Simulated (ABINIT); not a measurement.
Records of electronic-structure calculations.

### BAs (F-43m): a self-consistent loop beyond G0W0, cycle by cycle

The structure is cubic, space group F-43m (No. 216). The conventional cell has a = 4.777 Å, b = 4.777 Å, c = 4.777 Å, α = 90.00°, β = 90.00°, γ = 90.00°. B has 4 As at 2.07 Å nearest. Nearest to As lie 4 B at 2.07 Å. Farther neighbours, and contacts between anions beyond the nearest, are not listed.

```
method         : RPA screening on PBE from quasiparticle energies, plane waves, norm-conserving pseudopotentials (and 5 further levels or steps)
program        : ABINIT 10.8.3
settings       : cutoff 44 Ha, PseudoDojo scalar-relativistic 0.4 stringent, norm-conserving, potential set dojo-sr-pbe-0.4-stringent, ngkpt (6, 6, 6), nband 157, ecuteps 8.4 Ha, gwcalctyp 10, inclvkb 2, shiftk (0, 0, 0), symchi 1, awtr 1, frequency ppm, cycle 2, q points all but q = 0, 6×6×6 k-mesh
cost           : 12 runs, 59 min in all on 4 MPI ranks of Intel Xeon Platinum 8375C at 2.90GHz (Ice Lake), shared host
notes          : The cell and positions come from the Crystallography Open Database and are kept as given unless a step says otherwise. Limits: no spin-orbit coupling. The first cycle of evGW0 takes the full correction, without the factor Z, so it overshoots the one-shot value.
G0W0           : 1.909 eV
evGW0, cycle 1 : 2.056 eV
evGW0, cycle 2 : 1.978 eV
evGW0, cycle 3 : 1.986 eV
evGW, cycle 1  : 2.092 eV
evGW, cycle 2  : 2.097 eV
known limits   : short of the basis limit; no spin-orbit coupling
```

Only the bands that the input lists are updated; the higher empty ones keep the functional's energies. The evGW loop starts from the last levels of evGW0, so its cycles and time come on top of those.

[Long decimals in the printed logs are rounded to 6 places.]

[Logs are printed without paths, hosts, clocks, repeated set-up lines and the standing remarks that a program may print on its own settings, such as how far it seeks lower states.]

[Paths, hosts, dates, memory and timing lines, banners, echoed tables and standing remarks are left out of the program output; an Ansatz launch command may be rebuilt from the run's recorded settings. Measured values are a selection of at most five: reports struck by readers or far from the other reports are left out. None is set beside runs whose start may be inverted or whose files or cutoffs have a known fault.]

[Runs of the session that timed out or met a known fault of the program may be left out.]

[Hosts, paths, dates, database ids (printed as entryN), source tags and the programs' standing remarks are cut or masked in the printed files.]

[G0W0 gaps are taken among the corrected bands and points alone; a level outside them can change the order at an edge.]

[Where Ansatz stands beside ABINIT at settings called matched, ABINIT's density can come from a denser mesh and the files from another edition; pairs whose starting gaps differed by over 0.03 eV were left out, so agreement reads better than it is.]
